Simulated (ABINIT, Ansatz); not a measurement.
## MoF6 (Im-3m): G0W0 on several meshes in ABINIT

Wanted: mesh dependence and cost of G0W0 for MoF6 (Im-3m).

Calculated with ABINIT 10.8.3; LDA and many-body steps on it, plane waves.

This is a report of a sequence of runs, with most program output left out.

## 1. The starting structure

It takes space group Im-3m (No. 229, cubic). The conventional cell has a = 6.335 Å, b = 6.335 Å, c = 6.335 Å, α = 90.00°, β = 90.00°, γ = 90.00°. Nearest to Mo lie 6 F at 1.83 Å. Nearest to F lie 1 Mo at 1.83 Å. Farther neighbours and most contacts between anions are not listed.

Coordinates:

```cif
data_structure
_symmetry_space_group_name_H-M 'P 1'
_symmetry_Int_Tables_number 1
_cell_length_a 5.4860
_cell_length_b 5.4860
_cell_length_c 5.4860
_cell_angle_alpha 109.471
_cell_angle_beta 109.471
_cell_angle_gamma 109.471
_cell_volume 127.10
loop_
_atom_site_label
_atom_site_type_symbol
_atom_site_fract_x
_atom_site_fract_y
_atom_site_fract_z
_atom_site_occupancy
Mo1 Mo 0.00000 0.00000 0.00000 1
F2 F 0.71067 0.71067 0.00000 1
F3 F 0.28933 0.28933 0.00000 1
F4 F 0.00000 0.28933 0.28933 1
F5 F 0.00000 0.71067 0.71067 1
F6 F 0.71067 0.00000 0.71067 1
F7 F 0.28933 0.00000 0.28933 1
```

The cell and positions are those that the Materials Project relaxed with its own functionals (PBE, PBE+U or r2SCAN), kept fixed.

## 2. Empty states on the mesh, 2×2×2 mesh, 256 bands

This step: ABINIT 10.8.3; DFT, LDA, plane waves, norm-conserving pseudopotentials.

The sums over transitions need many empty states on a uniform mesh; this step solves for them.

Input file run.abi:

```
acell 3*1.0 Angstrom
rprim 
  -3.167343216100 3.167343216100 3.167343216100
  3.167343216100 -3.167343216100 3.167343216100
  3.167343216100 3.167343216100 -3.167343216100
ntypat 2
znucl 42 9
natom 7
typat 1 2 2 2 2 2 2
xred 
  0.000000000000 0.000000000000 0.000000000000
  0.710671220000 0.710671220000 0.000000000000
  0.289328780000 0.289328780000 0.000000000000
  0.000000000000 0.289328780000 0.289328780000
  0.000000000000 0.710671220000 0.710671220000
  0.710671220000 0.000000000000 0.710671220000
  0.289328780000 0.000000000000 0.289328780000
pp_dirpath "pseudos"
pseudos "Mo.upf, F.upf"
ecut 36
ngkpt 2 2 2
nshiftk 1
shiftk 0 0 0
kptopt 1
chksymbreak 0
iscf -2
irdden 1
istwfk *1
nband 256
nbdbuf 22
tolwfr 1e-09
nstep 60
prtvol 0
indata_prefix "in"
outdata_prefix "out"
tmpdata_prefix "tmp"
```

Run with:

```sh
$ OMP_NUM_THREADS=1 mpirun -n 4 abinit run.abi > log
```

Wall time 3.1 min (4 MPI ranks of Arm Neoverse N1, shared host); peak memory 0.45 GiB; 12 min of CPU time.

Numbers from this step:

```yaml
gap: 4.294 eV
k_of_the_valence_top: 0, 0, 0
k_of_the_conduction_bottom: 0.5, 0, 0
least_direct_gap: 4.374 eV
k_points_computed: 3
lowest_point_of_the_top_converged_band_above_the_valence_top: 79.5144 eV
```

On this mesh the gap is 4.294 eV.

The density comes from a self-consistent run that is not shown.

## 3. Screening, 2×2×2 mesh, 112 bands, screening to 114.3 eV

The RPA dielectric matrix is built and inverted for each q.

This step: RPA screening on LDA, plane waves, norm-conserving pseudopotentials.

run.abi, as its differences from that of step 2:

```diff
@@ -25,10 +25,11 @@
 chksymbreak 0
-iscf -2
-irdden 1
 istwfk *1
-nband 256
-nbdbuf 22
-tolwfr 1e-09
-nstep 60
-prtvol 0
+occopt 1
+irdwfk 1
+optdriver 3
+nband 112
+ecuteps 4.2
+inclvkb 2
+awtr 1
+symchi 1
 indata_prefix "in"
```

Run time: 34 s. Hardware: 4 MPI ranks; peak memory 1 GiB; 2.3 min of CPU time.

Numbers from this step:

| Item | Value |
| --- | --- |
| ε∞ with local fields, on this mesh, along the program's q direction | 1.978 |
| the same without local fields | 2.880 |
| plasma frequency | 24.65 eV |
| plane waves in the screening matrix | 369 |

Local fields lower ε∞ by 31 %. On a Γ-centred mesh this coarse the value itself is usually too large, while a short band sum pulls it down.

## 4. 2×2×2

The self-energy is evaluated for the states that the input lists, and the levels follow from it, in one-shot runs by the linearised quasiparticle equation.

This step: G0W0 on LDA, plane waves, norm-conserving pseudopotentials.

run.abi, as its differences from that of step 3:

```diff
@@ -28,8 +28,17 @@
 irdwfk 1
-optdriver 3
+optdriver 4
 nband 112
+gwcalctyp 0
+ecutsigx 36
+symsigma 1
+nkptgw 2
+kptgw 
+  0.0000000000 0.0000000000 0.0000000000
+  0.5000000000 0.0000000000 0.0000000000
+bdgw 
+  26 31
+  27 30
 ecuteps 4.2
-inclvkb 2
-awtr 1
-symchi 1
+irdscr 1
+ppmodel 1
 indata_prefix "in"
```

It took 18 s on 4 MPI ranks; peak memory 0.88 GiB; 71 s of CPU time.

This step gave:

```yaml
g0w0_gap_on_the_points_computed: 8.756 eV
starting_gap_on_the_mesh: 4.294 eV
k_of_the_valence_top: 0, 0, 0
k_of_the_conduction_bottom: 0.5, 0, 0
z_at_the_valence_top: 0.775
z_at_the_conduction_bottom: 0.84
least_direct_g0w0_gap_on_the_computed_points: 8.849 eV
```

The gap on the mesh goes from 4.29 eV to 8.76 eV, a correction of +4.46 eV.

## 5. Empty states on the mesh, 4×4×4 mesh, 122 bands

This step: DFT, LDA, plane waves, norm-conserving pseudopotentials.

run.abi, as its differences from that of step 4:

```diff
@@ -20,3 +20,3 @@
 ecut 36
-ngkpt 2 2 2
+ngkpt 4 4 4
 nshiftk 1
@@ -25,20 +25,10 @@
 chksymbreak 0
+iscf -2
+irdden 1
 istwfk *1
-occopt 1
-irdwfk 1
-optdriver 4
-nband 112
-gwcalctyp 0
-ecutsigx 36
-symsigma 1
-nkptgw 2
-kptgw 
-  0.0000000000 0.0000000000 0.0000000000
-  0.5000000000 0.0000000000 0.0000000000
-bdgw 
-  26 31
-  27 30
-ecuteps 4.2
-irdscr 1
-ppmodel 1
+nband 122
+nbdbuf 10
+tolwfr 1e-09
+nstep 60
+prtvol 0
 indata_prefix "in"
```

Elapsed: 2.2 min, on 4 MPI ranks; peak memory 0.5 GiB.

Numbers from this step:

```
gap                                                           : 4.293 eV
k of the valence top                                          : 0, 0, 0
k of the conduction bottom                                    : 0.25, 0.25, 0
least direct gap                                              : 4.374 eV
k points computed                                             : 8
lowest point of the top converged band, above the valence top : 45.70 eV
```

On this mesh the gap is 4.293 eV.

## 6. Screening, 4×4×4 mesh, 112 bands, screening to 114.3 eV

This step: RPA screening on LDA, plane waves, norm-conserving pseudopotentials.

run.abi, as its differences from that of step 5:

```diff
@@ -25,10 +25,11 @@
 chksymbreak 0
-iscf -2
-irdden 1
 istwfk *1
-nband 122
-nbdbuf 10
-tolwfr 1e-09
-nstep 60
-prtvol 0
+occopt 1
+irdwfk 1
+optdriver 3
+nband 112
+ecuteps 4.2
+inclvkb 2
+awtr 1
+symchi 1
 indata_prefix "in"
```

Elapsed: 3.7 min, on 4 MPI ranks; peak memory 1.7 GiB; 15 min of CPU time.

This step gave:

```yaml
eps_infinity_with_local_fields_on_this_mesh_along_the_program_s_q_direction: 1.962
the_same_without_local_fields: 2.858
plasma_frequency: 24.65 eV
plane_waves_in_the_screening_matrix: 369
```

## 7. 4×4×4

This step: G0W0 on LDA, plane waves, norm-conserving pseudopotentials.

run.abi, as its differences from that of step 6:

```diff
@@ -28,8 +28,19 @@
 irdwfk 1
-optdriver 3
+optdriver 4
 nband 112
+gwcalctyp 0
+ecutsigx 36
+symsigma 1
+nkptgw 3
+kptgw 
+  0.0000000000 0.0000000000 0.0000000000
+  0.2500000000 0.2500000000 0.0000000000
+  0.5000000000 0.0000000000 0.0000000000
+bdgw 
+  26 31
+  27 30
+  27 30
 ecuteps 4.2
-inclvkb 2
-awtr 1
-symchi 1
+irdscr 1
+ppmodel 1
 indata_prefix "in"
```

Run time: 100 s. Hardware: 4 MPI ranks; peak memory 1.6 GiB.

This step gave:

```yaml
g0w0_gap_on_the_points_computed: 8.894 eV
starting_gap_on_the_mesh: 4.293 eV
k_of_the_valence_top: 0, 0, 0
k_of_the_conduction_bottom: 0.5, 0, 0
z_at_the_valence_top: 0.771
z_at_the_conduction_bottom: 0.828
least_direct_g0w0_gap_on_the_computed_points: 8.988 eV
```

Against G0W0 in ABINIT (2×2×2 mesh, 112 bands, screening to 114.3 eV, Godby-Needs plasmon pole), the gap moves by +0.138 eV.

## 8. The runs together

Times are wall times on 4 MPI ranks of Arm Neoverse N1, shared host, good to a factor of about two. A run's time includes the screening step that it read.

| run | mesh | bands | screening cutoff (eV) | DFT gap (eV) | gap on the mesh (eV) | direct (eV) | ε∞ used | time |
| --- | --- | --- | --- | --- | --- | --- | --- | --- |
| 2×2×2 | 2×2×2 | 112 | 114.3 | 4.294 | 8.756 | 8.849 | 1.98 | 52 s |
| 4×4×4 | 4×4×4 | 112 | 114.3 | 4.293 | 8.894 | 8.988 | 1.96 | 5.4 min |

## 9. What came out

```
2×2×2        : 8.756 eV
4×4×4        : 8.894 eV
known limits : not at the basis limit; no spin-orbit coupling; coarse k mesh
```

In words: 4×4×4: +0.138 eV against 2×2×2. Bands and cutoff are finite, so the gap is not at the basis limit. The miss can reach some tenths of an eV and take either sign; the mesh is an error of its own. In the first G0W0 run levels were corrected at 2 k points alone, so a gap called «on the mesh» is the least over those, and an edge elsewhere would be missed. The 2×2×2 mesh is coarse for this cell, which bears on the long-range parts of exchange and screening. The many-body steps are scalar-relativistic: spin-orbit coupling is not in them.

[Paths, hosts, dates, memory and timing lines, banners, echoed tables and standing remarks are left out of the program output.]

[Logs are printed without paths, hosts, clocks, repeated set-up lines and the standing remarks that a program may print on its own settings, such as how far it seeks lower states.]

[Runs of the session that timed out or met a known fault of the program may be left out.]

[No measured gap is set beside runs whose start may be inverted or whose files or cutoffs have a known fault.]

[Hosts, paths, dates, database ids (printed as entryN), source tags and the programs' standing remarks are cut or masked in the printed files.]

[G0W0 gaps are taken among the corrected bands and points alone; a level outside them can change the order at an edge.]

[Where Ansatz stands beside ABINIT at settings called matched, ABINIT's density can come from a denser mesh and the files from another edition; pairs whose starting gaps differed by over 0.03 eV were left out, so agreement reads better than it is.]
